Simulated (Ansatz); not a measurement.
## (AlAs)1(GaAs)2 [001] superlattice, started as zinc blende: from the cell to its phonons

Wanted: phonon frequencies of (AlAs)1(GaAs)2 [001] superlattice, started as zinc blende and what follows from them.

Calculated with Ansatz 0.2.0; DFT LDA, scalar-relativistic, plane waves, PAW.

This is a report of a sequence of runs, with most program output left out.

The structure was built from a prototype and need not be the compound's stable phase.

## 1. Set-up

It takes space group I-4m2 (No. 119, tetragonal). Conventional cell: a = 3.998 Å, b = 3.998 Å, c = 16.960 Å, α = 90.00°, β = 90.00°, γ = 90.00°. Nearest to Al lie 4 As at 2.45 Å. Nearest to As lie 2 Ga at 2.45 Å and 2 Al at 2.45 Å. As has 4 Ga at 2.45 Å nearest. Ga has 4 As at 2.45 Å nearest. Farther neighbours are not listed.

## 2. Relaxation

Harmonic phonons are second derivatives at a point where the forces vanish, and they are wanted at zero stress, so atoms and cell are relaxed first.

input.yaml

```yaml
crystal:
  lattice:
    - [2.82667, 2.82667, 0.0]
    - [-2.82667, 2.82667, 0.0]
    - [2.82667, 0.0, 8.48]
  atoms:
    - { symbol: Al, position: [0.0, 0.0, 0.0] }
    - { symbol: As, position: [0.416667, 0.083333, 0.166667] }
    - { symbol: As, position: [0.75, 0.75, 0.5] }
    - { symbol: As, position: [0.083333, 0.416667, 0.833333] }
    - { symbol: Ga, position: [0.333333, 0.666667, 0.333333] }
    - { symbol: Ga, position: [0.666667, 0.333333, 0.666667] }
kpoints:
  mp_grid: { grid: [6, 6, 6] }
hamiltonian:
  xc: lda
scf:
  occupations: { method: gaussian, width: 0.02 }
output:
  forces: true
  stress: true
  eigenvalues: true
relax:
  adjacent_minimum: "off"
  f_tol: 0.005
  max_steps: 80
  cell: { stress_tol: 0.05 }
```

On the command line:

```sh
> ansatz run input.yaml --threads 4 --pin off --max-ram 14336MiB --backend cpu --events-out ev --progress --plain --runs-dir out
```

Run time: 20 s. Hardware: 4 threads of Arm Neoverse V1, shared host; peak memory 0.5 GiB.

Step by step:

| step | energy less that of the first step (eV) | largest force component (eV/Å) | pressure (GPa) | volume (Å³) |
| --- | --- | --- | --- | --- |
| 1 | 0.0000 | 0.0405 | -1.54 | 135.51 |
| 2 | -0.0152 | 0.0078 | -0.19 | 132.93 |
| 3 | -0.0154 | 0.0041 | 0.02 | 132.58 |
| 4* | -0.0149 | 0.0041 | 0.01 | 132.58 |

Relaxation steps marked * repeat the geometry before them on a plane-wave basis chosen anew for their cell, so energy and pressure can jump there.

Forces are held to the 8 operations that the run works with; a distortion that breaks them can't arise in this run.

| conventional cell, symmetrised | before | after | change |
| --- | --- | --- | --- |
| a (Å) | 3.998 | 3.974 | -0.6 % |
| b (Å) | 3.998 | 3.974 | -0.6 % |
| c (Å) | 16.960 | 16.794 | -1.0 % |
| volume (Å³/atom) | 22.59 | 22.10 | -2.2 % |

Final coordinates:

```cif
data_structure
_symmetry_space_group_name_H-M 'P 1'
_symmetry_Int_Tables_number 1
_cell_length_a 3.9735
_cell_length_b 3.9735
_cell_length_c 8.8546
_cell_angle_alpha 102.966
_cell_angle_beta 77.034
_cell_angle_gamma 90.000
_cell_volume 132.58
loop_
_atom_site_label
_atom_site_type_symbol
_atom_site_fract_x
_atom_site_fract_y
_atom_site_fract_z
_atom_site_occupancy
Al1 Al 0.00000 0.00000 0.00000 1
As2 As 0.41646 0.08354 0.16709 1
As3 As 0.75000 0.75000 0.50000 1
As4 As 0.08354 0.41646 0.83291 1
Ga5 Ga 0.33308 0.66692 0.33385 1
Ga6 Ga 0.66692 0.33308 0.66615 1
```

Numbers from this step:

```yaml
pressure: 0.01294 GPa
gap_on_the_k_mesh: 0.8908 eV
volume_per_atom: 22.10 Å³
direct_gap_on_mesh: 0.8908 eV
```

In this step the volume went from 22.59 to 22.10 Å³/atom.

## 3. Tight relaxation

Phonons need a cell at rest on their own settings, so the relaxation is repeated with tight tolerances on forces and stress, using the mesh and the filling of the phonon run that follows.

input.yaml

```yaml
crystal:
  lattice:
    - [2.8096952289, 2.8096952289, 0.0]
    - [-2.8096952289, 2.8096952289, 0.0]
    - [2.8096952289, 0.0, 8.396944025]
  atoms:
    - { symbol: Al, position: [0.0, 0.0, 0.0] }
    - { symbol: As, position: [0.4164563699, 0.0835436301, 0.1670872603] }
    - { symbol: As, position: [0.75, 0.75, 0.5] }
    - { symbol: As, position: [0.0835436301, 0.4164563699, 0.8329127397] }
    - { symbol: Ga, position: [0.3330768261, 0.6669231739, 0.3338463478] }
    - { symbol: Ga, position: [0.6669231739, 0.3330768261, 0.6661536522] }
kpoints:
  mp_grid: { grid: [8, 8, 8] }
hamiltonian:
  xc: lda
scf:
  occupations: { method: fixed }
output:
  forces: true
  stress: true
  eigenvalues: true
  write_density: true
  write_potential: true
  elf: true
  volumetric_format: npy
relax:
  adjacent_minimum: "off"
  f_tol: 0.001
  max_steps: 60
  cell: { stress_tol: 0.01 }
```

Elapsed: 42 s, on 4 threads; peak memory 0.6 GiB.

Step by step:

| step | energy less that of the first step (eV) | largest force component (eV/Å) | pressure (GPa) | volume (Å³) |
| --- | --- | --- | --- | --- |
| 1 | 0.0000 | 0.0044 | 0.01 | 132.58 |
| 2 | -0.0001 | 0.0019 | 0.00 | 132.60 |
| 3 | -0.0001 | 0.0002 | 0.00 | 132.60 |
| 4* | -0.0001 | 0.0002 | 0.00 | 132.60 |

Relaxation steps marked * repeat the geometry before them on a plane-wave basis chosen anew for their cell, so energy and pressure can jump there.

The run keeps the 8 symmetry operations that it works with, so distortions that break them were not tested.

| conventional cell, symmetrised | before | after | change |
| --- | --- | --- | --- |
| a (Å) | 3.974 | 3.970 | -0.1 % |
| b (Å) | 3.974 | 3.970 | -0.1 % |
| c (Å) | 16.794 | 16.822 | +0.2 % |
| volume (Å³/atom) | 22.10 | 22.10 | +0.0 % |

Numbers from this step:

- pressure: -9.04e-5 GPa
- gap on the k-mesh: 0.8890 eV
- direct gap on mesh: 0.8890 eV

Valence density in the ac plane of the conventional cell at fractional y = 0.000, with atoms of Al and As and Ga within 0.2 Å of it. It is the smooth field of the valence electrons, not physical close to the nuclei.

Values in e/Å³, 24 rows by 14 columns, each cell a mean:
```
 0  0  0  0  0  1  1  1  1  0  0  0  0  0
 0  0  0  0  1  4 13 18  9  2  1  0  0  0
 0  0  0  0  1  3  9 12  6  2  0  0  0  0
 0  0  0  0  0  0  0  0  0  0  0  0  0  0
 0  0  0  0  0  0  0  0  0  0  0  0  0  0
 0  0  0  0  0  0  0  0  0  0  0  0  0  0
 1  0  0  0  0  0  0  0  0  0  0  0  0  0
23  9  1  0  0  0  0  0  0  0  0  1  3 15
13  5  1  0  0  1  1  1  1  0  0  1  2  8
 0  0  0  0  1  4 13 18  9  2  1  0  0  0
 0  0  0  0  1  3  8 11  6  2  0  0  0  0
 0  0  0  0  0  0  0  0  0  0  0  0  0  0
 0  0  0  0  0  0  0  0  0  0  0  0  0  0
 0  0  0  0  0  0  0  0  0  0  0  0  0  0
 1  0  0  0  0  0  0  0  0  0  0  0  0  0
23  9  1  0  0  0  0  0  0  0  0  1  3 15
13  5  1  1  0  1  1  1  1  0  0  1  2  9
 0  0  0  0  1  4 13 18  9  2  1  0  0  0
 0  0  0  0  1  3  8 11  6  2  0  0  0  0
 0  0  0  0  0  0  0  0  0  0  0  0  0  0
 0  0  0  0  0  0  0  0  0  0  0  0  0  0
 0  0  0  0  0  0  0  0  0  0  0  0  0  0
 0  0  0  0  0  0  0  0  0  0  0  0  0  0
 0  0  0  0  0  0  0  0  0  0  0  0  0  0
```
Columns run along a (4.0 Å), rows up along c (16.8 Å), edges of the conventional cell, whose origin can differ from the input's. Atoms in or near the plane, at fractional coordinates: Al at (0.00, 0.00), As at (0.50, 0.58), As at (0.50, 0.25), As at (0.50, 0.92), Ga at (0.00, 0.67), Ga at (0.00, 0.33).

Electrostatic potential energy in the ac plane of the conventional cell at fractional y = 0.000, with atoms of Al and As and Ga within 0.2 Å of it. With pseudopotentials it is smooth inside the atoms' cores, unlike the true potential.

Ten even steps from '0' (-15 eV) to '9' (12 eV), each cell a mean:
```
32256554566423
67762488734776
99973367535899
99998766789999
99999999999999
99999999999999
45689999998764
00048999987200
00156544566310
67762489734776
99973367525899
99998766789999
99999999999999
99999999999999
45789999998765
00048999987200
00156544566300
67762488734776
99973367525899
99998766789999
99999999999999
99999999999999
45689999998765
53147899986324
```
Columns run along a (4.0 Å; values clipped at the 3rd and 97th percentile), rows up along c (16.8 Å), edges of the conventional cell, whose origin can differ from the input's. Atoms in or near the plane, at fractional coordinates: Al at (0.00, 0.00), As at (0.50, 0.58), As at (0.50, 0.25), As at (0.50, 0.92), Ga at (0.00, 0.67), Ga at (0.00, 0.33).

ELF in the ac plane of the conventional cell at fractional y = 0.000, with atoms of Al and As and Ga within 0.2 Å of it. It is the smooth field of the valence electrons, not physical close to the nuclei.

Values, 24 rows by 14 columns, each cell a mean:
```
0.13 0.29 0.67 0.87 0.84 0.75 0.67 0.64 0.70 0.79 0.86 0.82 0.52 0.19
0.38 0.58 0.78 0.80 0.72 0.53 0.31 0.27 0.38 0.62 0.77 0.81 0.72 0.48
0.13 0.26 0.46 0.59 0.61 0.53 0.39 0.35 0.44 0.58 0.62 0.55 0.38 0.19
0.02 0.05 0.14 0.28 0.43 0.52 0.58 0.59 0.56 0.49 0.37 0.21 0.09 0.03
0.03 0.03 0.03 0.04 0.08 0.13 0.17 0.18 0.16 0.11 0.06 0.03 0.03 0.03
0.16 0.14 0.11 0.07 0.04 0.03 0.02 0.02 0.02 0.03 0.05 0.08 0.12 0.15
0.26 0.26 0.25 0.21 0.14 0.08 0.04 0.03 0.05 0.10 0.18 0.24 0.26 0.26
0.10 0.11 0.21 0.27 0.31 0.33 0.30 0.29 0.31 0.33 0.29 0.25 0.16 0.08
0.12 0.15 0.27 0.46 0.65 0.68 0.63 0.61 0.65 0.68 0.58 0.38 0.22 0.13
0.27 0.36 0.54 0.69 0.67 0.50 0.29 0.26 0.36 0.58 0.70 0.64 0.46 0.31
0.12 0.21 0.39 0.54 0.58 0.52 0.40 0.36 0.45 0.57 0.58 0.49 0.31 0.15
0.02 0.05 0.13 0.28 0.44 0.56 0.62 0.63 0.60 0.52 0.38 0.21 0.09 0.03
0.03 0.03 0.03 0.05 0.10 0.16 0.21 0.23 0.19 0.13 0.07 0.04 0.03 0.03
0.16 0.14 0.11 0.07 0.04 0.03 0.02 0.02 0.03 0.03 0.05 0.09 0.12 0.15
0.26 0.26 0.25 0.21 0.14 0.08 0.04 0.03 0.05 0.10 0.17 0.23 0.26 0.26
0.10 0.11 0.21 0.27 0.31 0.33 0.30 0.29 0.31 0.33 0.29 0.26 0.17 0.09
0.11 0.15 0.27 0.46 0.65 0.68 0.64 0.62 0.66 0.69 0.59 0.38 0.22 0.12
0.28 0.36 0.55 0.70 0.68 0.51 0.31 0.28 0.38 0.59 0.71 0.65 0.47 0.31
0.12 0.21 0.40 0.55 0.59 0.53 0.40 0.36 0.45 0.57 0.59 0.50 0.32 0.16
0.02 0.04 0.12 0.26 0.41 0.52 0.58 0.59 0.56 0.48 0.35 0.19 0.08 0.03
0.03 0.03 0.03 0.04 0.08 0.13 0.17 0.18 0.15 0.10 0.06 0.04 0.03 0.03
0.18 0.16 0.12 0.07 0.04 0.03 0.02 0.02 0.02 0.03 0.05 0.09 0.13 0.17
0.33 0.31 0.28 0.21 0.13 0.08 0.05 0.04 0.06 0.10 0.17 0.24 0.30 0.32
0.13 0.09 0.17 0.40 0.46 0.42 0.37 0.36 0.39 0.44 0.46 0.31 0.11 0.10
```
Columns run along a (4.0 Å), rows up along c (16.8 Å), edges of the conventional cell, whose origin can differ from the input's. Atoms in or near the plane, at fractional coordinates: Al at (0.00, 0.00), As at (0.50, 0.58), As at (0.50, 0.25), As at (0.50, 0.92), Ga at (0.00, 0.67), Ga at (0.00, 0.33).

The largest force component left is 0.23 meV/Å and the pressure is 0.000 GPa, within the tolerances set. The cell now holds 22.10 Å³/atom.

## 4. Zone-centre response

The zone centre is the only wavevector solved here; it holds the modes that light can see, as far as symmetry allows. The response to a homogeneous field gives the Born charges and the dielectric tensor, and its change with displacement the Raman tensors.

input.yaml

```yaml
crystal:
  lattice:
    - [2.8075638446, 2.8075638446, 0.0]
    - [-2.8075638446, 2.8075638446, 0.0]
    - [2.8075638446, 0.0, 8.4109749962]
  atoms:
    - { symbol: Al, position: [0.0, 0.0, 0.0] }
    - { symbol: As, position: [0.4164115222, 0.0835884778, 0.1671769556] }
    - { symbol: As, position: [0.75, 0.75, 0.5] }
    - { symbol: As, position: [0.0835884778, 0.4164115222, 0.8328230444] }
    - { symbol: Ga, position: [0.3330437969, 0.6669562031, 0.3339124062] }
    - { symbol: Ga, position: [0.6669562031, 0.3330437969, 0.6660875938] }
kpoints:
  mp_grid: { grid: [8, 8, 8] }
hamiltonian:
  xc: lda
scf:
  occupations: { method: fixed }
output:
  eigenvalues: true
phonons:
  method: dfpt
  dielectric: true
  rigid_motions: translations
  raman: true
```

It took 51 min on 4 threads; peak memory 6.2 GiB; 3.4 h of CPU time.

This step gave:

```
sum-rule residual before enforcement                    : 1.67e-4 eV/Å²
miss of the charge sum rule                             : 0.01402 e
estimated error of the dielectric tensor                : 0.05708
estimated error of the Born charges                     : 0.02076 e
point group                                             : -42m
highest optical mode at the zone centre (no LO-TO term) : 379.4 cm⁻¹
lowest optical zone-centre mode                         : 74.25 cm⁻¹
mean high-frequency dielectric constant                 : 12.10
largest Born charge (third of the trace)                : -2.156 e
mean static dielectric constant                         : 14.00
top of the zone-centre spectrum with the field          : 390.1 cm⁻¹
```

Without the LO-TO term. Patterns of degenerate modes are one choice out of their space. The modes at Γ (shares of kinetic energy by element, %):

| mode | frequency (cm⁻¹) | symmetry | Al % | As % | Ga % |
| --- | --- | --- | --- | --- | --- |
| 1 | 0.0 | acoustic | 7 | 57 | 36 |
| 2 | 0.0 | acoustic | 7 | 57 | 36 |
| 3 | 0.0 | acoustic | 7 | 57 | 36 |
| 4 | 74.2 | E | 0 | 44 | 56 |
| 5 | 74.2 | E | 0 | 44 | 56 |
| 6 | 83.6 | E | 20 | 65 | 15 |
| 7 | 83.6 | E | 20 | 65 | 15 |
| 8 | 165.3 | A1 | 0 | 58 | 42 |
| 9 | 183.5 | B2 | 8 | 81 | 11 |
| 10 | 249.8 | E | 0 | 55 | 45 |
| 11 | 249.8 | E | 0 | 55 | 45 |
| 12 | 260.2 | E | 1 | 51 | 48 |
| 13 | 260.2 | E | 1 | 51 | 48 |
| 14 | 264.2 | A1 | 0 | 42 | 58 |
| 15 | 267.1 | B2 | 0 | 47 | 53 |
| 16 | 352.4 | E | 72 | 27 | 1 |
| 17 | 352.4 | E | 72 | 27 | 1 |
| 18 | 379.4 | B2 | 85 | 14 | 0 |

Displacements in mode 4 (74.2 cm⁻¹), the largest set to 1:
```
Al1  0.00 -0.01  0.00
As2  0.48 -0.41  0.00
As3  0.01  0.82  0.00
As4 -0.49 -0.42  0.00
Ga5  1.00  0.02  0.00
Ga6 -1.00  0.00  0.00
```

Displacements in mode 18 (379.4 cm⁻¹), the largest set to 1:
```
Al1  0.00  0.00  1.00
As2  0.00  0.00 -0.17
As3  0.00  0.00  0.04
As4  0.00  0.00 -0.17
Ga5  0.00  0.00 -0.03
Ga6  0.00  0.00 -0.03
```

Optical modes at the zone centre, without and with the macroscopic field of the longitudinal modes; each column is sorted by frequency, so a row need not hold one and the same mode. Modes with and without the field, by row:

| rank among optical modes | no field (cm⁻¹) | q along (1, 0, 0) (cm⁻¹) | q along (0, 0, 1) (cm⁻¹) |
| --- | --- | --- | --- |
| 1 | 74.2 | 74.2 | 74.2 |
| 2 | 74.2 | 74.3 | 74.2 |
| 3 | 83.6 | 83.6 | 83.6 |
| 4 | 83.6 | 83.7 | 83.6 |
| 5 | 165.3 | 165.3 | 165.3 |
| 6 | 183.5 | 183.5 | 184.1 |
| 7 | 249.8 | 249.8 | 249.8 |
| 8 | 249.8 | 250.7 | 249.8 |
| 9 | 260.2 | 260.2 | 260.2 |
| 10 | 260.2 | 264.2 | 260.2 |
| 11 | 264.2 | 267.1 | 264.2 |
| 12 | 267.1 | 269.1 | 278.9 |
| 13 | 352.4 | 352.4 | 352.4 |
| 14 | 352.4 | 364.3 | 352.4 |
| 15 | 379.4 | 379.4 | 390.1 |

Born charge (rows field, columns displacement) (e), principal values of the symmetric part by kind of site:

| atom | atoms with these values | low | middle | high | mean |
| --- | --- | --- | --- | --- | --- |
| Al1 | 1 | 1.98 | 1.98 | 2.23 | 2.06 |
| As2 | 2 | -2.23 | -2.15 | -2.09 | -2.16 |
| As3 | 1 | -2.00 | -2.00 | -1.87 | -1.95 |
| Ga5 | 2 | 2.05 | 2.10 | 2.15 | 2.10 |

In full for As2:

```
-2.12  0.03  0.00
 0.03 -2.12  0.00
 0.00  0.00 -2.23
```

High-frequency dielectric tensor:

```
12.12  0.00  0.00
 0.00 12.12  0.00
 0.00  0.00 12.05
```

Static dielectric tensor (ions relaxed, fixed cell):

```
14.01  0.00  0.00
 0.00 14.01  0.00
 0.00  0.00 13.99
```

Transverse modes. Infrared lines, with heights relative to the strongest:

| position (cm⁻¹) | label | relative intensity |
| --- | --- | --- |
| 74 | E | 0.1 |
| 84 | E | 0.4 |
| 165 | A1 | 0.0 |
| 184 | B2 | 1.8 |
| 250 | E | 12 |
| 260 | E | 64 |
| 264 | A1 | 0.0 |
| 267 | B2 | 46 |
| 352 | E | 100 |
| 379 | B2 | 48 |

Activity x (w_L - w)^4 (n + 1)/w, 532 nm, 300 K; the tensors are static ones, while 532 nm light lies above the computed direct gap, where resonance would change the heights; modes without the macroscopic field alone. Raman lines, with heights relative to the strongest:

| position (cm⁻¹) | label | relative intensity |
| --- | --- | --- |
| 74 | E | 9.4 |
| 84 | E | 5.6 |
| 165 | A1 | 8.7 |
| 184 | B2 | 0.7 |
| 250 | E | 45 |
| 260 | E | 100 |
| 264 | A1 | 0.7 |
| 267 | B2 | 65 |
| 352 | E | 51 |
| 379 | B2 | 14 |

Static second-order susceptibility (pm/V), twice the coefficient d of second-harmonic generation. Second order susceptibility, by row:

| field along | xx | yy | zz | yz | xz | xy |
| --- | --- | --- | --- | --- | --- | --- |
| x | 0 | 0 | 0 | 204.2 | 0 | 0 |
| y | 0 | 0 | 0 | 0 | 204.2 | 0 |
| z | 0 | 0 | 0 | 0 | 0 | 204.2 |

Before it was imposed, the acoustic sum rule was missed by 1.7e-4 eV/Å² and the charge sum rule by 0.014 e. Small misses are needed for a sound result but don't prove that mesh and cutoff are converged. The lowest optical mode is real, 74.2 cm⁻¹.

The log warns of the k mesh: “the force constants stand on the 8×8×8 k-mesh, whose period is 8.27 times the interband length at k = (0.0000, 0.0000, 0.0000), direct gap 0.889 eV, under 14: take them and everything formed from them as unconverged”.

## 5. Another isotope

An isotope changes the mass and not the force constants, so no new electronic calculation is needed; the shifts show which modes move this element.

The same force constants with the mass of Ga changed from 69.723 to 70.925 u (phonopy, no LO-TO term). Both lists are sorted by frequency; levels can cross, so a row need not hold one and the same mode. Modes under 3 cm⁻¹ are left out. Isotope shifts, by row:

| q | rank | natural mass (cm⁻¹) | changed mass (cm⁻¹) |
| --- | --- | --- | --- |
| 0 0 0 | 4 | 74.25 | 73.89 |
| 0 0 0 | 5 | 74.25 | 73.89 |
| 0 0 0 | 6 | 83.58 | 83.48 |
| 0 0 0 | 7 | 83.58 | 83.48 |
| 0 0 0 | 8 | 165.3 | 164.7 |
| 0 0 0 | 9 | 183.5 | 183.3 |
| 0 0 0 | 10 | 249.8 | 248.8 |
| 0 0 0 | 11 | 249.8 | 248.8 |
| 0 0 0 | 12 | 260.2 | 259.2 |
| 0 0 0 | 13 | 260.2 | 259.2 |
| 0 0 0 | 14 | 264.2 | 262.9 |
| 0 0 0 | 15 | 267.1 | 265.9 |
| 0 0 0 | 16 | 352.4 | 352.4 |
| 0 0 0 | 17 | 352.4 | 352.4 |
| 0 0 0 | 18 | 379.4 | 379.4 |

A mode of this element alone would shift by -0.85 %. The highest zone-centre frequency without the field goes from 379.4 to 379.4 cm⁻¹ (-0.0 %). The product of the frequency ratios over all optical modes at Γ is 0.959; the product rule, (m/m′)^(3k/2) (M′/M)^(3/2) with k = 2 such atoms and M the mass of the cell, gives 0.959.

## 6. Outcome

| Item | Value |
| --- | --- |
| space group after relaxation (within 0.01 Å) | I-4m2 |
| volume per atom | 22.1 Å³ |
| gap on the k-mesh | 0.889 eV |
| highest optical mode at the zone centre (no LO-TO term) | 379 cm⁻¹ |
| top of the zone-centre spectrum with the field | 390 cm⁻¹ |
| lowest optical zone-centre mode | 74.2 cm⁻¹ |
| mean high-frequency dielectric constant | 12.1 |
| mean static dielectric constant | 14.0 |
| largest Born charge (third of the trace) | -2.16 e |
| imaginary modes at Γ (the only wavevector solved) | none |

The structure is stable against zone-centre distortions, since no mode there is imaginary; other wavevectors were not solved, so zone-boundary instabilities are untested. Without the field, the optical modes at Γ span 74 to 379 cm⁻¹. No dispersion was computed. The highest mode in this list at Γ, 379.4 cm⁻¹, is mostly motion of Al (85 % of the kinetic energy). With the macroscopic field of the longitudinal modes the top of the zone-centre spectrum lies at 390 cm⁻¹, against 379 cm⁻¹ without it. Lattice motion raises the mean dielectric constant from 12.10 to 14.00. The strongest infrared line is at 352 cm⁻¹. Averaged over orientations, the strongest Raman line at 532 nm and 300 K is at 260 cm⁻¹, among the modes without the field; their longitudinal partners can be Raman active too. The tensors are the static, non-resonant ones, while 532 nm light (2.33 eV) lies above the computed gap. With the field response the log warns that the k mesh is coarse for the force constants too, so the frequencies may not be converged. The starting cell was built on a prototype and not taken from a measurement, so the phase need not exist. These are harmonic frequencies at zero temperature: anharmonic shifts, linewidths and thermal expansion are left out.

[Logs are printed without paths, hosts, clocks, repeated set-up lines and the standing remarks that a program may print on its own settings, such as how far it seeks lower states.]

[Hosts, paths, dates, database ids (printed as entryN), source tags and the programs' standing remarks are cut or masked in the printed files.]
